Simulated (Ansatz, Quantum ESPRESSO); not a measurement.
# Mode couplings of In (I4/mmm) in a second program

What λ does ph.x give for In (I4/mmm), and how does it hang on the broadening? The first relaxation steps of the session are not shown, so no cell shown is the starting entry, unless a step says so.

Main program and level: Ansatz 0.2.0 and Quantum ESPRESSO 7.5; DFT PBE, scalar-relativistic, plane waves, PAW, in the first sound run; inputs show where later runs differ.

Most raw output is cut from this account.

## (1) The cell after earlier relaxation steps

Symmetry: I4/mmm, No. 139, tetragonal system. The conventional cell has a = 3.297 Å, b = 3.297 Å, c = 5.072 Å, α = 90.00°, β = 90.00°, γ = 90.00°. Nearest to In lie 12 In at 3.30 to 3.44 Å.

## (2) Tight relaxation

Residual forces and stress shift phonon frequencies, so the cell is relaxed again, with tight thresholds and the mesh and smearing of this input. Earlier relaxation steps are not shown.

The input, input.yaml:

```yaml
crystal:
  lattice:
    - [-1.6483088458, 1.6483088458, 2.5360313698]
    - [1.6483088458, -1.6483088458, 2.5360313698]
    - [1.6483088458, 1.6483088458, -2.5360313698]
  atoms:
    - { symbol: In, position: [0.0, 0.0, 0.0] }
kpoints:
  mp_grid: { grid: [12, 12, 12] }
hamiltonian:
  xc: pbe
scf:
  occupations: { method: methfessel_paxton, width: 0.2 }
output:
  forces: true
  stress: true
  eigenvalues: true
relax:
  adjacent_minimum: "off"
  f_tol: 0.001
  max_steps: 60
  cell: { stress_tol: 0.01 }
```

Command:

```bash
$ ansatz run input.yaml --threads 4 --pin off --max-ram 8192MiB --backend cpu --events-out ev --progress --plain --runs-dir out
```

It took 4.3 s on 4 threads of Arm Neoverse V1, shared host; peak memory 0.36 GiB; 16 s of CPU time.

The steps of the relaxation:

```
step  energy less that of the first step (eV)  largest force component (eV/Å)  pressure (GPa)  volume (Å³)
   1                                   0.0000                          0.0000           -0.03        27.56
   2                                   0.0000                          0.0000            0.00        27.54
   3                                   0.0000                          0.0000           -0.01        27.55
   4                                   0.0000                          0.0000            0.00        27.54
   5                                   0.0000                          0.0000            0.00        27.54
```

The log counts 1 steps on a newly chosen plane-wave basis, not all of them marked here; energy and pressure can jump at such steps.

| conventional cell, symmetrised | before | after | change |
| --- | --- | --- | --- |
| a (Å) | 3.297 | 3.291 | -0.2 % |
| b (Å) | 3.297 | 3.291 | -0.2 % |
| c (Å) | 5.072 | 5.086 | +0.3 % |
| volume (Å³/atom) | 27.56 | 27.54 | -0.1 % |

The relaxed structure:

```xyz
1
Lattice="-1.6456 1.6456 2.5428 1.6456 -1.6456 2.5428 1.6456 1.6456 -2.5428" Properties=species:S:1:pos:R:3 pbc="T T T"
In    0.0000    0.0000    0.0000
```

This step gave:

```yaml
pressure: 0.001152 GPa
volume_per_atom: 27.54 Å³
metallic_on_mesh: yes
gap_on_the_k_mesh: 0 eV
```

The largest force is now zero by symmetry and the largest stress component 0.0013 GPa.

## (3) Second program, ground state

ph.x needs a tightly converged ground state on the same k mesh; the cell is that of the step before.

This step: DFT PBE, scalar-relativistic, plane waves, GBRV ultrasoft pseudopotentials (Quantum ESPRESSO 7.5).

The input, pw.in:

```
&CONTROL
  calculation = 'scf'
  prefix      = 'x'
  outdir      = './tmp'
  pseudo_dir  = './pseudo'
  tprnfor     = .true.
  tstress     = .true.
/
&SYSTEM
  ibrav       = 0
  nat         = 1
  ntyp        = 1
  ecutwfc     = 45.0
  ecutrho     = 360.0
  occupations = 'smearing'
  smearing    = 'fd'
  degauss     = 0.00734986
  nbnd        = 14
/
&ELECTRONS
  conv_thr    = 1.0d-11
  mixing_beta = 0.5
/
ATOMIC_SPECIES
 In    114.8180  In.upf
CELL_PARAMETERS angstrom
    -1.645628898    1.645628898    2.542804669
     1.645628898   -1.645628898    2.542804669
     1.645628898    1.645628898   -2.542804669
ATOMIC_POSITIONS crystal
 In     0.000000000   0.000000000   0.000000000
K_POINTS automatic
 12 12 12 0 0 0
```

Command:

```bash
$ OMP_NUM_THREADS=1 mpirun -n 4 pw.x -nk 4 -in pw.in > pw.x.log
```

Run time: 12 s. Hardware: 4 MPI ranks.

Numbers from this step:

```yaml
pressure: -0.919 GPa
```

With these potentials, mesh and smearing the cell is at -0.92 GPa.

## (4) Second program, linear response: Fermi–Dirac smearing of 0.1 eV

ph.x gives each mode's frequency and linewidth; λ of a mode follows from Gaussian double-delta sums over the k mesh, here at four widths.

The input, ph.in:

```
phonons and couplings
&INPUTPH
  prefix          = 'x'
  outdir          = './tmp'
  tr2_ph          = 1.0d-15
  fildyn          = 'x.dyn'
  fildvscf        = 'dvscf'
  ldisp           = .true.
  nq1             = 3
  nq2             = 3
  nq3             = 3
  electron_phonon = 'simple'
  el_ph_ngauss    = 0
  el_ph_sigma     = 0.00734986
  el_ph_nsigma    = 4
  alpha_mix(1)    = 0.5
  amass(1)        = 114.818
/
```

Command:

```bash
$ OMP_NUM_THREADS=1 mpirun -n 4 ph.x -nk 4 -in ph.in > ph.x.log
```

It took 19 min on 4 MPI ranks.

Numbers from this step:

| Item | Value |
| --- | --- |
| highest frequency, solved or plainly interpolated | 91.22 cm⁻¹ |
| omega log against width | 9.202, 7.307, 6.115, 5.713 meV, at widths 0.1 to 0.4 eV |

As ph.x prints them, no sum rule imposed; at the zone centre the sum is no linewidth. Double-delta sums:

| q1 | q2 | q3 | star | mode | omega (meV) | lambda_q, sigma 0.1 eV | lambda_q, sigma 0.2 eV | lambda_q, sigma 0.3 eV | lambda_q, sigma 0.4 eV | half width at sigma 0.2 (meV) |
| --- | --- | --- | --- | --- | --- | --- | --- | --- | --- | --- |
| 0 | 0 | 0 | 1 | 1 | 0.5952 | 0 | 0 | 0 | 0 | 4.14e-5 |
| 0 | 0 | 0 | 1 | 2 | 0.5952 | 0 | 0 | 0 | 0 | 4.14e-5 |
| 0 | 0 | 0 | 1 | 3 | 0.5955 | 0 | 0 | 0 | 0 | 0 |
| 0 | 0 | 0.3333 | 4 | 1 | 4.831 | 0.0154 | 0.1163 | 0.223 | 0.3226 | 0.001861 |
| 0 | 0 | 0.3333 | 4 | 2 | 7.194 | 0.0118 | 0.1251 | 0.16 | 0.1814 | 0.004425 |
| 0 | 0 | 0.3333 | 4 | 3 | 10.53 | 1.497 | 0.8852 | 0.6164 | 0.4882 | 0.06733 |
| 0 | 0.3333 | 0 | 8 | 1 | 2.512 | 0.0045 | 0.3007 | 0.6518 | 0.7938 | 0.001282 |
| 0 | 0.3333 | 0 | 8 | 2 | 3.831 | 0.4227 | 0.1891 | 0.3074 | 0.4013 | 0.001902 |
| 0 | 0.3333 | 0 | 8 | 3 | 11.31 | 0.3269 | 0.1403 | 0.207 | 0.2523 | 0.01232 |
| 0 | 0.3333 | 0.3333 | 8 | 1 | 5.628 | 0.2663 | 0.4942 | 0.4551 | 0.401 | 0.01075 |
| 0 | 0.3333 | 0.3333 | 8 | 2 | 10.18 | 1.843 | 0.5486 | 0.3862 | 0.355 | 0.039 |
| 0 | 0.3333 | 0.3333 | 8 | 3 | 10.75 | 0.0374 | 0.1117 | 0.172 | 0.1909 | 0.00885 |
| 0.3333 | 0.3333 | -0.3333 | 2 | 1 | 4.369 | 0.0472 | 0.2113 | 0.2755 | 0.3151 | 0.002771 |
| 0.3333 | 0.3333 | -0.3333 | 2 | 2 | 4.369 | 0.0472 | 0.2113 | 0.2755 | 0.3151 | 0.002771 |
| 0.3333 | 0.3333 | -0.3333 | 2 | 3 | 9.966 | 2.03 | 0.9522 | 0.6238 | 0.4801 | 0.06485 |
| 0.3333 | -0.3333 | 0.3333 | 4 | 1 | 4.095 | 0.0022 | 0.1922 | 0.3744 | 0.4317 | 0.002192 |
| 0.3333 | -0.3333 | 0.3333 | 4 | 2 | 9.534 | 0.06 | 0.3663 | 0.3963 | 0.3741 | 0.02283 |
| 0.3333 | -0.3333 | 0.3333 | 4 | 3 | 10.83 | 1.59 | 0.6943 | 0.5002 | 0.4039 | 0.05583 |

Mean over the q mesh without its centre; few wavevectors enter, so none of the widths can be taken as converged. Table of coupling constant λ, lambda by Gaussian width:

```csv
Gaussian width (eV),"coupling constant λ, lambda"
0.100,1.54
0.200,1.02
0.300,1.11
0.400,1.16
```

λ runs from 1.54 at 0.1 eV to 1.16 at 0.4 eV.

## (5) Deformation potentials: PseudoDojo files, cutoff 952.399 eV, Fermi–Dirac smearing of 0.1 eV

The exported deformation potentials allow the same Gaussian double-delta sums that other programs print.

This step: DFT PBE, scalar-relativistic, plane waves, PseudoDojo norm-conserving pseudopotentials (Ansatz 0.2.0).

The input, input.yaml:

```yaml
crystal:
  lattice:
    - [-1.6456288976, 1.6456288976, 2.5428046691]
    - [1.6456288976, -1.6456288976, 2.5428046691]
    - [1.6456288976, 1.6456288976, -2.5428046691]
  atoms:
    - { symbol: In, position: [0.0, 0.0, 0.0] }
kpoints:
  mp_grid: { grid: [10, 10, 10] }
hamiltonian:
  xc: pbe
  pseudopotentials: { kind: nc, accuracy: standard }
scf:
  occupations: { method: fermi_dirac, width: 0.1 }
  n_extra_bands: 10
output:
  eigenvalues: true
basis:
  ecutwfc: 952.399
phonons:
  method: dfpt
  qmesh: [2, 2, 2]
  temperatures: { t_max: 1000, t_step: 50 }
  qpath:
    path:
      - [[0.0, 0.0, 0.0], [0.0, 0.0, 0.5], [0.25, 0.25, 0.25], [0.0, 0.5, 0.0], [0.0, 0.0, 0.0], [0.5, 0.5, -0.5], [0.35470751, 0.64529249, -0.35470751]]
      - [[-0.35470751, 0.35470751, 0.35470751], [0.0, 0.0, 0.0]]
      - [[0.0, 0.0, 0.5], [-0.20941501, 0.20941501, 0.5]]
      - [[0.5, 0.5, -0.20941501], [0.5, 0.5, -0.5]]
    npoints: 10
  electron_phonon_deformation_potentials: { window_half_width: 2.5 }
```

Command:

```bash
$ ansatz run input.yaml --threads 4 --pin off --max-ram 8192MiB --backend cpu --events-out ev --progress --plain --runs-dir out
```

Wall time 41 s (4 threads); peak memory 1.8 GiB; 2.6 min of CPU time.

This step gave:

* zero point energy: 0.01103 eV/cell
* share of imaginary modes in the plain interpolation between solved wavevectors: 0
* highest frequency, solved or plainly interpolated: 106.4 cm⁻¹
* Debye temperature (second moment): 120 K

Allen's double-delta sum on the run's k mesh, delta = exp(-(x/sigma)^2)/(sigma sqrt(pi)); at the zone centre the sum is no linewidth. Double-delta sums:

```
  q1    q2    q3  star  mode  omega (meV)  lambda_q, sigma 0.05 eV  lambda_q, sigma 0.1 eV  lambda_q, sigma 0.2 eV  lambda_q, sigma 0.3 eV  lambda_q, sigma 0.4 eV  half width at sigma 0.2 (meV)  <D²> at sigma 0.2 ((eV/Å)²)  nesting at sigma 0.2 (1/eV²)
   0     0  -0.5     2     1        5.817                 0.007728                   0.257                  0.2786                  0.2031                  0.2312                        0.00754                        0.459                        0.1436
   0     0  -0.5     2     2        8.855                  0.01297                  0.4313                  0.4669                  0.2877                  0.1981                        0.02929                        1.783                        0.1436
   0     0  -0.5     2     3        12.91                   0.5727                   1.491                  0.7155                  0.4545                  0.3359                        0.09544                         5.81                        0.1436
   0  -0.5     0     4     1         2.82                 3.33e-15                 1.17e-4                 0.06612                   0.197                  0.3514                        4.21e-4                       0.2987                       0.01231
   0  -0.5     0     4     2        4.311                 1.22e-15                 2.84e-5                 0.01512                    0.07                  0.1492                        2.25e-4                       0.1597                       0.01231
   0  -0.5     0     4     3        13.19                 4.22e-14                 6.96e-4                  0.1079                  0.1879                  0.2059                        0.01502                        10.67                       0.01231
-0.5  -0.5  -0.5     1     1        5.069                    4.558                   6.112                   3.338                   1.852                   1.191                        0.06862                        1.897                        0.3163
-0.5  -0.5  -0.5     1     2        5.069                    4.558                   6.112                   3.338                   1.852                   1.191                        0.06862                        1.897                        0.3163
-0.5  -0.5  -0.5     1     3        11.33                   0.9704                   1.793                  0.8994                  0.4673                  0.2981                         0.0924                        2.554                        0.3163
```

Mean over the q mesh without its centre; few wavevectors enter, so none of the widths can be taken as converged. The coupling constant λ, lambda by Gaussian width:

| Gaussian width (eV) | coupling constant λ, lambda |
| --- | --- |
| 0.050 | 1.61 |
| 0.100 | 2.63 |
| 0.200 | 1.61 |
| 0.300 | 1.13 |
| 0.400 | 1.00 |

Among the solved wavevectors the lowest mode, translations apart, is 22.7 cm⁻¹, so these are real on this k mesh.

## (6) Second program, ground state

This step: DFT PBE, scalar-relativistic, plane waves, PseudoDojo norm-conserving pseudopotentials (Quantum ESPRESSO 7.5).

pw.in, as its differences from that of step 3:

```diff
@@ -12,4 +12,4 @@
   ntyp        = 1
-  ecutwfc     = 45.0
-  ecutrho     = 360.0
+  ecutwfc     = 70.0
+  ecutrho     = 280.0
   occupations = 'smearing'
@@ -32,2 +32,2 @@
 K_POINTS automatic
- 12 12 12 0 0 0
+ 10 10 10 0 0 0
```

Command:

```bash
$ OMP_NUM_THREADS=1 mpirun -n 4 pw.x -nk 4 -in pw.in > pw.x.log
```

The job ended after 14 s (4 MPI ranks).

This step gave:

- pressure: -0.08 GPa

With these potentials, mesh and smearing the cell is at -0.08 GPa.

## (7) Second program, linear response: Fermi–Dirac smearing of 0.1 eV (run 2)

ph.in, as its differences from that of step 4:

```diff
@@ -8,5 +8,5 @@
   ldisp           = .true.
-  nq1             = 3
-  nq2             = 3
-  nq3             = 3
+  nq1             = 2
+  nq2             = 2
+  nq3             = 2
   electron_phonon = 'simple'
```

Command:

```bash
$ OMP_NUM_THREADS=1 mpirun -n 4 ph.x -nk 4 -in ph.in > ph.x.log
```

Wall time 8.5 min (4 MPI ranks); 34 min of CPU time.

This step gave:

| Property | Result |
| --- | --- |
| omega log against width | 6.544, 6.532, 6.353, 5.836 meV, at widths 0.1 to 0.4 eV |

As ph.x prints them, no sum rule imposed; at the zone centre the sum is no linewidth. Double-delta sums:

```
  q1    q2    q3  star  mode  omega (meV)  lambda_q, sigma 0.1 eV  lambda_q, sigma 0.2 eV  lambda_q, sigma 0.3 eV  lambda_q, sigma 0.4 eV  half width at sigma 0.2 (meV)
   0     0     0     1     1       0.4813                       0                       0                       0                       0                        2.07e-4
   0     0     0     1     2       0.4813                       0                       0                       0                       0                        2.07e-4
   0     0     0     1     3       0.5307                       0                       0                       0                       0                        4.14e-5
   0     0  -0.5     2     1        5.821                  0.2566                  0.2781                  0.2027                  0.2308                       0.007527
   0     0  -0.5     2     2        8.856                  0.4312                  0.4668                  0.2877                  0.1981                        0.02928
   0     0  -0.5     2     3        12.92                    1.49                  0.7151                  0.4542                  0.3357                        0.09545
   0  -0.5     0     4     1         2.81                 1.00e-4                  0.0666                  0.1984                  0.3539                        4.14e-4
   0  -0.5     0     4     2        4.306                       0                  0.0152                  0.0702                  0.1495                        2.07e-4
   0  -0.5     0     4     3        13.19                 7.00e-4                  0.1079                  0.1879                  0.2059                        0.01501
-0.5  -0.5  -0.5     1     1        5.044                   6.173                   3.372                    1.87                   1.203                        0.06861
-0.5  -0.5  -0.5     1     2        5.044                   6.173                   3.372                    1.87                   1.203                        0.06861
-0.5  -0.5  -0.5     1     3        11.33                   1.792                  0.8991                  0.4671                   0.298                        0.09239
```

Mean over the q mesh without its centre; few wavevectors enter, so none of the widths can be taken as converged. The coupling constant λ, lambda by Gaussian width:

| Gaussian width (eV) | coupling constant λ, lambda |
| --- | --- |
| 0.100 | 2.64 |
| 0.200 | 1.62 |
| 0.300 | 1.13 |
| 0.400 | 1.01 |

λ runs from 2.64 at 0.1 eV to 1.01 at 0.4 eV.

## (8) Outcome

* phonon run of the rows without a label of their own: PBE, q 2×2×2, k 10×10×10
* coupling λ by Gaussian sums at 0.2 eV, Quantum ESPRESSO, GBRV, cutoff 612 eV, q 3×3×3, k 12×12×12: 1.02
* coupling λ by Gaussian sums at 0.2 eV, Ansatz, PseudoDojo, cutoff 952 eV, q 2×2×2, k 10×10×10: 1.61
* coupling λ by Gaussian sums at 0.2 eV, Quantum ESPRESSO, PseudoDojo, cutoff 952 eV, q 2×2×2, k 10×10×10: 1.62

What this shows: Under gradient-corrected functionals ph.x can misplace modes where the density is low; no frozen-phonon run checks these frequencies. With the same potentials, cutoff and meshes the two programs' mean λ differ by at most 0.64 % over the four widths. In the last run that gave them, λ from the Gaussian sums still varies by a factor of 2.6 between widths of 0.1 and 0.4 eV; these sums hold few wavevectors and leave out the zone centre.

[Logs are printed without paths, hosts, clocks, repeated set-up lines and the standing remarks that a program may print on its own settings, such as how far it seeks lower states.]

[Hosts, paths, dates, database ids (printed as entryN), source tags and the programs' standing remarks are cut or masked in the printed files.]
